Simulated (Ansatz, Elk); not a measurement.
# How far do independent atoms describe SbH2?

Structure refinements treat a crystal as free atoms side by side. For a made-up structure of SbH2 (cell and positions from a PBEsol relaxation) the runs below show what the calculated density changes in F(hkl).

Program: Elk 11.2.3 (patched build). Level of theory: DFT, PBE, all-electron APW+lo, Dirac cores, scalar-relativistic bands, static density, no spin. Results are calculated unless marked as measured.

The structure was built from a prototype and need not be the compound's stable phase.

## (1) The starting structure

Symmetry: Fm-3m, No. 225, cubic system. Conventional cell: a = 5.207 Å, b = 5.207 Å, c = 5.207 Å, α = 90.00°, β = 90.00°, γ = 90.00°. Nearest to Sb lie 8 H at 2.25 Å. Nearest to H lie 4 Sb at 2.25 Å. Farther neighbours are not listed.

## (2) Ground state and structure factors

An all-electron density is needed, since X-rays see the cores too. Task 0 finds the density and task 195 Fourier-transforms it; tshift is off so that phases refer to the origin typed.

Input file elk.in:

```
tasks
  0
  195

xctype
  20

spinpol
  .false.

rgkmax
  7.0

gmaxvr
  14.0

lmaxo
  7

lmaxapw
  8

swidth
  0.002

tshift
  .false.

ramdisk
  .false.

hmaxvr
  5.5

maxscl
  120

epspot
  1e-06

sppath
  './'

avec
  0.00000000000 4.91943489847 4.91943489847
  4.91943489847 -0.00000000000 4.91943489847
  4.91943489847 4.91943489847 0.00000000000

atoms
  2
  'Sb.in'
  1
  0.0000000000 -0.0000000000 -0.0000000000   0.000000 0.000000 0.000000
  'H.in'
  2
  0.7500000000 0.7500000000 0.7500000000   0.000000 0.000000 0.000000
  0.2500000000 0.2500000000 0.2500000000   0.000000 0.000000 0.000000

ngridk
  7 7 7
```

Launch:

```console
$ OMP_NUM_THREADS=4 elk
```

Numbers of over 12 decimals in the logs are rounded to 6 here.

What it wrote:

```text
┌─────────────────────────┐
│ Elk code version 11.2.3 │
└─────────────────────────┘

All units are atomic (Hartree, Bohr, etc.)

┌─────────────────────────────────────────────────┐
│ Ground-state run starting from atomic densities │
└─────────────────────────────────────────────────┘

Lattice vectors :
   0.000000000       4.919434898       4.919434898
   4.919434898      -0.000000000       4.919434898
   4.919434898       4.919434898       0.000000000

Reciprocal lattice vectors :
 -0.6386084415      0.6386084415      0.6386084415
  0.6386084415     -0.6386084415      0.6386084415
  0.6386084415      0.6386084415     -0.6386084415

Unit cell volume      :    238.1089110
Brillouin zone volume :    1.041751073

Muffin-tin inner radius fraction :   0.1000000000E-01

Nuclei treated as point charges

Species : 1 (Sb)
 parameters loaded from : Sb.in
 name : antimony
 nuclear charge    :   -51.00000000
 electronic charge :    51.00000000
 atomic mass :    221954.9021
 muffin-tin radius :    2.600000000
 number of radial points in muffin-tin :   1193
 inner part over the whole radius :   0.9886087340E-02
 number on inner part of muffin-tin    :    850
 approximate nuclear radius :   0.8886795689E-04
 number of mesh points to nuclear radius :    429
 atomic positions (lattice), magnetic fields (Cartesian) :
  1 :   0.00000000  0.00000000  0.00000000    0.00000000  0.00000000  0.00000000

Species : 2 (H)
 parameters loaded from : H.in
 name : hydrogen
 nuclear charge    :   -1.000000000
 electronic charge :    1.000000000
 atomic mass :    1837.362221
 muffin-tin radius :    1.400000000
 number of radial points in muffin-tin :    393
 inner part over the whole radius :   0.9705542320E-02
 number on inner part of muffin-tin    :    258
 approximate nuclear radius :   0.2766748019E-04
 number of mesh points to nuclear radius :     78
 atomic positions (lattice), magnetic fields (Cartesian) :
  1 :  -0.25000000 -0.25000000 -0.25000000    0.00000000  0.00000000  0.00000000
  2 :   0.25000000  0.25000000  0.25000000    0.00000000  0.00000000  0.00000000

Total number of atoms per unit cell :    3
Total muffin-tin volume :    96.61025728
 ratio of muffin-tin to unit cell volume :   0.4057397805

Spin treatment :
 spin-unpolarised

Number of Bravais lattice symmetries :   48
Number of crystal symmetries         :   48
Crystal has inversion symmetry
Real symmetric eigensolver will be used

k-point grid :      7     7     7
k-point offset :    0.000000000       0.000000000       0.000000000
k-point set is reduced with full crystal symmetry group
Total number of k-points :       20

Muffin-tin radius times maximum |G+k| :    7.000000000
 using average radius
Maximum |G+k| for APW functions       :    3.888888889
Maximum (1/2)|G+k|²                   :    7.561728395
Maximum |G| for potential and density :    14.00000000
Constant for pseudocharge density :    9
 order of it for each species :   16  16
 order of it for pair densities of each species (exact exchange by exxq0 0: 17) :   16   4
Radial integration step length :    1

G-vector grid sizes :     32    32    32
Number of G-vectors :    11017

Maximum angular momentum used for
 APW functions            :    8
 outer part of muffin-tin :    7
 inner part of muffin-tin :    2

Total nuclear charge    :   -53.00000000
Total core charge       :    36.00000000
Total valence charge    :    17.00000000
Total excess charge     :    0.000000000
Total electronic charge :    53.00000000

Effective Wigner radius, rₛ :    1.023615979

Number of empty states         :     12
Total number of valence states :     21
Total number of core states    :     36

Third-order local-orbitals added for an l without core states : T
Total number of local-orbitals :     31

Exchange-correlation functional :     20     0     0
 Perdew-Burke-Ernzerhof, Phys. Rev. Lett. 77, 3865 (1996)
 gradient requirement :    1
 generalised gradient approximation (GGA)

Smearing type :    3
 Fermi-Dirac
Smearing width :   0.2000000000E-02
[...]
total energy                :     -6485.6458808897

Density of states at Fermi energy :    43.22055578
 (states/Hartree/unit cell)

Estimated indirect band gap :   0.3750470772E-02
 from k-point 13 to k-point 11
Estimated direct band gap   :   0.1435607753E-01
 at k-point 12

Charges :
 core                        :    36.00000000
 valence                     :    17.00000000
 interstitial                :    2.692596785
 muffin-tins (core leakage)
  species : 1 (Sb)
   atom 1                    :    48.70704678     (  0.8039915212E-03)
  species : 2 (H)
   atom 1                    :   0.8001782174     (   0.000000000    )
   atom 2                    :   0.8001782174     (   0.000000000    )
 total in muffin-tins        :    50.30740322
 total calculated charge     :    52.99889751
 total charge                :    53.00000000
 error                       :   0.1102494055E-02

RMS change in Kohn-Sham potential (target) :    61.33018670     (  0.1000000000E-05)
Absolute change in total energy (target)   :   0.5510002350     (  0.1000000000E-03)

[... loops 3 to 17 left out ...]

┌──────────────────┐
│ Loop number : 18 │
└──────────────────┘

Energies :
 Fermi                       :     0.235576
 sum of occupied eigenvalues :     -3927.1947465642
 electron kinetic            :      6842.6314547924
 core electron kinetic       :      6694.2496182372
 Coulomb                     :     -13155.937478005
 Coulomb potential           :     -10546.091078202
 nuclear-nuclear             :     -614.91669597244
 electron-nuclear            :     -14546.059502188
 Hartree                     :      2005.0387201556
 Madelung                    :     -7882.8919389033
 xc potential                :     -223.73512315422
 exchange                    :     -168.59260477017
 correlation                 :     -2.831504
 electron entropic           :    -0.35966389916199E-03
 total energy                :     -6484.7304920320

Density of states at Fermi energy :    27.40323017
 (states/Hartree/unit cell)

Estimated indirect band gap :   0.3647292483E-02
 from k-point 13 to k-point 11
Estimated direct band gap   :   0.2352870318E-01
 at k-point 12

Charges :
 core                        :    36.00000000
 valence                     :    17.00000000
 interstitial                :    2.668584882
 muffin-tins (core leakage)
  species : 1 (Sb)
   atom 1                    :    48.87825263     (  0.7753409734E-03)
  species : 2 (H)
   atom 1                    :   0.7265812445     (   0.000000000    )
   atom 2                    :   0.7265812445     (   0.000000000    )
 total in muffin-tins        :    50.33141512
 total calculated charge     :    52.99897230
 total charge                :    53.00000000
 error                       :   0.1027695286E-02

RMS change in Kohn-Sham potential (target) :   0.5675062540E-06 (  0.1000000000E-05)
Absolute change in total energy (target)   :   0.6485242920E-06 (  0.1000000000E-03)

Convergence targets achieved

┌──────────────────┐
│ Loop number : 19 │
└──────────────────┘

Energies :
 Fermi                       :     0.235576
 sum of occupied eigenvalues :     -3927.1947465671
 electron kinetic            :      6842.6314548036
 core electron kinetic       :      6694.2496182519
 Coulomb                     :     -13155.937478051
 Coulomb potential           :     -10546.091078250
 nuclear-nuclear             :     -614.91669597244
 electron-nuclear            :     -14546.059502233
 Hartree                     :      2005.0387201537
 Madelung                    :     -7882.8919389264
 xc potential                :     -223.73512312062
 exchange                    :     -168.59260477030
 correlation                 :     -2.831504
 electron entropic           :    -0.35966390524953E-03
 total energy                :     -6484.7304920679

Density of states at Fermi energy :    27.40323074
 (states/Hartree/unit cell)

Estimated indirect band gap :   0.3647292478E-02
 from k-point 13 to k-point 11
Estimated direct band gap   :   0.2352870289E-01
 at k-point 12

Charges :
 core                        :    36.00000000
 valence                     :    17.00000000
 interstitial                :    2.668584882
 muffin-tins (core leakage)
  species : 1 (Sb)
   atom 1                    :    48.87825263     (  0.7753409742E-03)
  species : 2 (H)
   atom 1                    :   0.7265812445     (   0.000000000    )
   atom 2                    :   0.7265812445     (   0.000000000    )
 total in muffin-tins        :    50.33141512
 total calculated charge     :    52.99897230
 total charge                :    53.00000000
 error                       :   0.1027695288E-02

┌──────────────────────────────┐
│ Self-consistent loop stopped │
└──────────────────────────────┘

Warning : core states of species 1 leak from the muffin-tin :   0.7753409742E-03

Wrote STATE.OUT
```

Elapsed: 13 s, on 4 threads of Arm Neoverse N1, shared host; peak memory 0.15 GiB; 29 s of CPU time.

SFACRHO.OUT:

```text

h k l indices transformed by vhmat matrix:
   1.000000000       0.000000000       0.000000000    
   0.000000000       1.000000000       0.000000000    
   0.000000000       0.000000000       1.000000000    

      h      k      l  multipl.   |H|            Re(F)            Im(F)           |F|

      0      0      0      1   0.0000000       53.000000     -0.75359788E-18   53.000000    
     -1      0      0      8   1.1061023       43.029630      0.25815820E-16   43.029630    
     -1      0     -1      6   1.2772169       40.213654     -0.72324668E-16   40.213654    
      1      0     -1     12   1.8062574       37.638147      0.22455557E-16   37.638147    
     -2     -1     -2     24   2.1180246       34.526210     -0.25815820E-16   34.526210    
      0      2      0      8   2.2122045       33.440286     -0.46614698E-16   33.440286    
     -2      0     -2      6   2.5544338       31.722004      0.33559684E-16   31.722004    
      0     -2      1     24   2.7836297       29.965281     -0.25815820E-16   29.965281    
     -2      1     -1     24   2.8559438       29.269880     -0.15470683E-16   29.269880    
     -3     -2     -3     24   3.1285297       28.051848      0.54959460E-17   28.051848    
     -3      0      0      8   3.3183068       26.819796      0.38723730E-16   26.819796    
      1     -2     -2     24   3.3183068       26.827044      0.64539550E-17   26.827044    
     -4     -2     -2     12   3.6125149       25.456557     -0.14210373E-16   25.456557    
      1      2     -2     48   3.7780585       24.570247      0.32269775E-16   24.570247    
     -3     -3     -4     24   3.8316506       24.235687     -0.12605381E-18   24.235687    
      3      0      3      6   3.8316506       24.238467      0.63539759E-17   24.238467    
     -1     -3     -4     24   4.0389144       23.544417     -0.89271063E-18   23.544417    
      0     -4     -1     24   4.1876356       22.880959      0.32269775E-16   22.880959
```

Elk indexes on the primitive cell of elk.in and gives |H| = 4π sin θ/λ in inverse bohr. Below, one row stands for each form hkl of the conventional cell (m members, Friedel mates merged), F is for one primitive cell and the density is static (no thermal factor). Free-atom factors are Waasmaier and Kirfel's, and R is Σm||F|−|F'||/Σm|F|.

```tsv
hkl	m	sin θ/λ (Å⁻¹)	abs F, DFT	neutral atoms	diff.
111	8	0.166	43.030	43.020	+0.009
200	6	0.192	40.214	40.423	-0.209
220	12	0.272	37.638	37.539	+0.099
311	24	0.319	34.526	34.539	-0.013
222	8	0.333	33.440	33.443	-0.003
400	6	0.384	31.722	31.740	-0.018
331	24	0.419	29.965	29.951	+0.014
420	24	0.429	29.270	29.279	-0.009
422	24	0.470	28.052	28.031	+0.021
333	8	0.499	26.820	26.808	+0.012
511	24	0.499	26.827	26.808	+0.019
440	12	0.543	25.457	25.421	+0.036
531	48	0.568	24.570	24.542	+0.028
442	24	0.576	24.236	24.212	+0.023
600	6	0.576	24.238	24.212	+0.026
620	24	0.607	23.544	23.512	+0.033
533	24	0.630	22.881	22.857	+0.024
622	24	0.637	22.626	22.611	+0.015
444	8	0.665	22.087	22.069	+0.018
711	24	0.686	21.567	21.564	+0.004
551	24	0.686	21.568	21.564	+0.005
640	24	0.693	21.369	21.373	-0.004
```

## (3) The highest occupied states alone

An energy window below the Fermi level keeps the highest occupied states, to see at which angles they scatter; shallow core shells can lie inside it and anion s states outside. No new self-consistency is needed.

elk.in, as its differences from that of step 2:

```diff
@@ -1,3 +1,2 @@
 tasks
-  0
   195
@@ -40,2 +39,5 @@
 
+wsfac
+  -0.131920 0.535580
+
 sppath
```

Launch:

```console
$ OMP_NUM_THREADS=4 elk
```

What it wrote:

```text
┌─────────────────────────────────┐
│ Elk code version 11.2.3 started │
└─────────────────────────────────┘

Info(readinput): the functional depends on the density's gradient
 muffin-tin radial points multiplied by    2.00000
 (not where nrmtscf is given)

┌────────────────────┐
│ Current task : 195 │
└────────────────────┘

Info(sfacrho): density structure factors written to SFACRHO.OUT

 Energy window :  -0.1319200000      0.5355800000

┌──────────────────┐
│ Elk code stopped │
└──────────────────┘
```

The job ended after 3.8 s (4 threads; peak memory 0.15 GiB).

States within 10 eV below the Fermi level hold 5.80 electrons; any levels below the window count with the cores, and a count that is not whole means the window cuts a band. Their amplitudes can exceed the total, where window and core parts have opposite phase:

```tsv
hkl	sin θ/λ (Å⁻¹)	abs F, window	abs F, all
111	0.166	0.721	43.030
200	0.192	0.734	40.214
220	0.272	0.537	37.638
311	0.319	0.123	34.526
222	0.333	0.477	33.440
400	0.384	0.216	31.722
331	0.419	0.016	29.965
420	0.429	0.192	29.270
422	0.470	0.214	28.052
333	0.499	0.062	26.820
```

## (4) Another functional

The difference from free atoms is small, so it is set against the change that PBEsol makes.

elk.in, as its differences from that of step 3:

```diff
@@ -1,2 +1,3 @@
 tasks
+  0
   195
@@ -4,3 +5,3 @@
 xctype
-  20
+  22
 
@@ -39,5 +40,2 @@
 
-wsfac
-  -0.131920 0.535580
-
 sppath
```

Launch:

```console
$ OMP_NUM_THREADS=4 elk
```

What it wrote:

```text
┌─────────────────────────┐
│ Elk code version 11.2.3 │
└─────────────────────────┘

All units are atomic (Hartree, Bohr, etc.)

┌─────────────────────────────────────────────────┐
│ Ground-state run starting from atomic densities │
└─────────────────────────────────────────────────┘

Lattice vectors :
   0.000000000       4.919434898       4.919434898
   4.919434898      -0.000000000       4.919434898
   4.919434898       4.919434898       0.000000000

Reciprocal lattice vectors :
 -0.6386084415      0.6386084415      0.6386084415
[...]
muffin-tins (core leakage)
  species : 1 (Sb)
   atom 1                    :    48.89152119     (  0.7856992286E-03)
  species : 2 (H)
   atom 1                    :   0.7094441191     (   0.000000000    )
   atom 2                    :   0.7094441191     (   0.000000000    )
 total in muffin-tins        :    50.31040943
 total calculated charge     :    52.99896757
 total charge                :    53.00000000
 error                       :   0.1032433726E-02

┌──────────────────────────────┐
│ Self-consistent loop stopped │
└──────────────────────────────┘

Warning : core states of species 1 leak from the muffin-tin :   0.7856992286E-03

Wrote STATE.OUT
[key lines of the parts left out:]
total energy                :     -6481.9140402603
```

Run time: 13 s. Hardware: 4 threads; peak memory 0.15 GiB.

Against the first run R = 0.02 %; the largest change is -0.034 at 220.

## (5) A coarser k-mesh

About half the k-points along each axis test the sampling.

elk.in, as its differences from that of step 4:

```diff
@@ -5,3 +5,3 @@
 xctype
-  22
+  20
 
@@ -59,2 +59,2 @@
 ngridk
-  7 7 7
+  4 4 4
```

Launch:

```console
$ OMP_NUM_THREADS=4 elk
```

What it wrote:

```text
┌─────────────────────────┐
│ Elk code version 11.2.3 │
└─────────────────────────┘

All units are atomic (Hartree, Bohr, etc.)

┌─────────────────────────────────────────────────┐
│ Ground-state run starting from atomic densities │
└─────────────────────────────────────────────────┘

Lattice vectors :
   0.000000000       4.919434898       4.919434898
   4.919434898      -0.000000000       4.919434898
   4.919434898       4.919434898       0.000000000

Reciprocal lattice vectors :
 -0.6386084415      0.6386084415      0.6386084415
[...]
muffin-tins (core leakage)
  species : 1 (Sb)
   atom 1                    :    48.89998683     (  0.7777579326E-03)
  species : 2 (H)
   atom 1                    :   0.7359376562     (   0.000000000    )
   atom 2                    :   0.7359376562     (   0.000000000    )
 total in muffin-tins        :    50.37186214
 total calculated charge     :    52.99895596
 total charge                :    53.00000000
 error                       :   0.1044044297E-02

┌──────────────────────────────┐
│ Self-consistent loop stopped │
└──────────────────────────────┘

Warning : core states of species 1 leak from the muffin-tin :   0.7777579326E-03

Wrote STATE.OUT
[key lines of the parts left out:]
total energy                :     -6484.7201522555
```

It took 9.7 s on 4 threads; peak memory 0.15 GiB; 18 s of CPU time.

Against the first run R = 0.01 %; the largest change is +0.028 at 111.

## (6) Basis size

A smaller basis shows how fast F responds to it; the change is likely larger than the basis error of the first run, but doesn't show convergence.

elk.in, as its differences from that of step 5:

```diff
@@ -11,3 +11,3 @@
 rgkmax
-  7.0
+  5.5
 
@@ -59,2 +59,2 @@
 ngridk
-  4 4 4
+  7 7 7
```

Launch:

```console
$ OMP_NUM_THREADS=4 elk
```

What it wrote:

```text
┌─────────────────────────┐
│ Elk code version 11.2.3 │
└─────────────────────────┘

All units are atomic (Hartree, Bohr, etc.)

┌─────────────────────────────────────────────────┐
│ Ground-state run starting from atomic densities │
└─────────────────────────────────────────────────┘

Lattice vectors :
   0.000000000       4.919434898       4.919434898
   4.919434898      -0.000000000       4.919434898
   4.919434898       4.919434898       0.000000000

Reciprocal lattice vectors :
 -0.6386084415      0.6386084415      0.6386084415
[...]
muffin-tins (core leakage)
  species : 1 (Sb)
   atom 1                    :    48.87613666     (  0.7755184303E-03)
  species : 2 (H)
   atom 1                    :   0.7243432366     (   0.000000000    )
   atom 2                    :   0.7243432366     (   0.000000000    )
 total in muffin-tins        :    50.32482314
 total calculated charge     :    52.99890964
 total charge                :    53.00000000
 error                       :   0.1090361013E-02

┌──────────────────────────────┐
│ Self-consistent loop stopped │
└──────────────────────────────┘

Warning : core states of species 1 leak from the muffin-tin :   0.7755184303E-03

Wrote STATE.OUT
[key lines of the parts left out:]
total energy                :     -6484.7274842088
```

The job ended after 11 s (4 threads; peak memory 0.15 GiB; 23 s of CPU time).

Against the first run R = 0.00 %; the largest change is +0.004 at 420.

## (7) Settings against the effect

```tsv
run	R against the first run (%)	R against neutral atoms, low angle (%)	wall time
PBE, rgkmax 7	0.00	0.24	13 s
PBEsol	0.02	0.18	13 s
k-mesh 4×4×4	0.01	0.29	9.7 s
rgkmax 5.5	0.00	0.24	11 s
```

## (8) What came out

```
R against neutral atoms, sin θ/λ < 0.3 Å⁻¹ : 0.24 %
R against neutral atoms, 0.3 to 0.81 Å⁻¹   : 0.08 %
```

Independent neutral atoms miss the calculated amplitudes by R = 0.24 % below 0.3 Å⁻¹ and 0.08 % from there to 0.81 Å⁻¹; by shells, 0.24 % 0.15 to 0.3 (3 forms), 0.04 % 0.3 to 0.45 (5 forms), 0.09 % above 0.45 (23 forms). Bonding, aspherical density and the tables' own atoms all enter these figures, and the runs don't part them. The largest change of an amplitude is -0.21 electrons, at 200. The window's part falls from 5.8 electrons at the origin to at most 0.21 between 0.45 and 0.81 Å⁻¹. Below 0.3 Å⁻¹ the changes that finished (PBEsol, k-mesh 4×4×4 and rgkmax 5.5) move F by R = 0.06 % at most, against the 0.24 % that separates it from free atoms. Part of the difference isn't bonding: the tables are fits to free atoms and ions calculated by other methods than this functional. Thermal motion, anomalous dispersion and extinction are left out.

[Logs are printed without paths, hosts, clocks, repeated set-up lines and the standing remarks that a program may print on its own settings, such as how far it seeks lower states.]

[Hosts, paths, dates, database ids (printed as entryN), source tags and the programs' standing remarks are cut or masked in the printed files.]
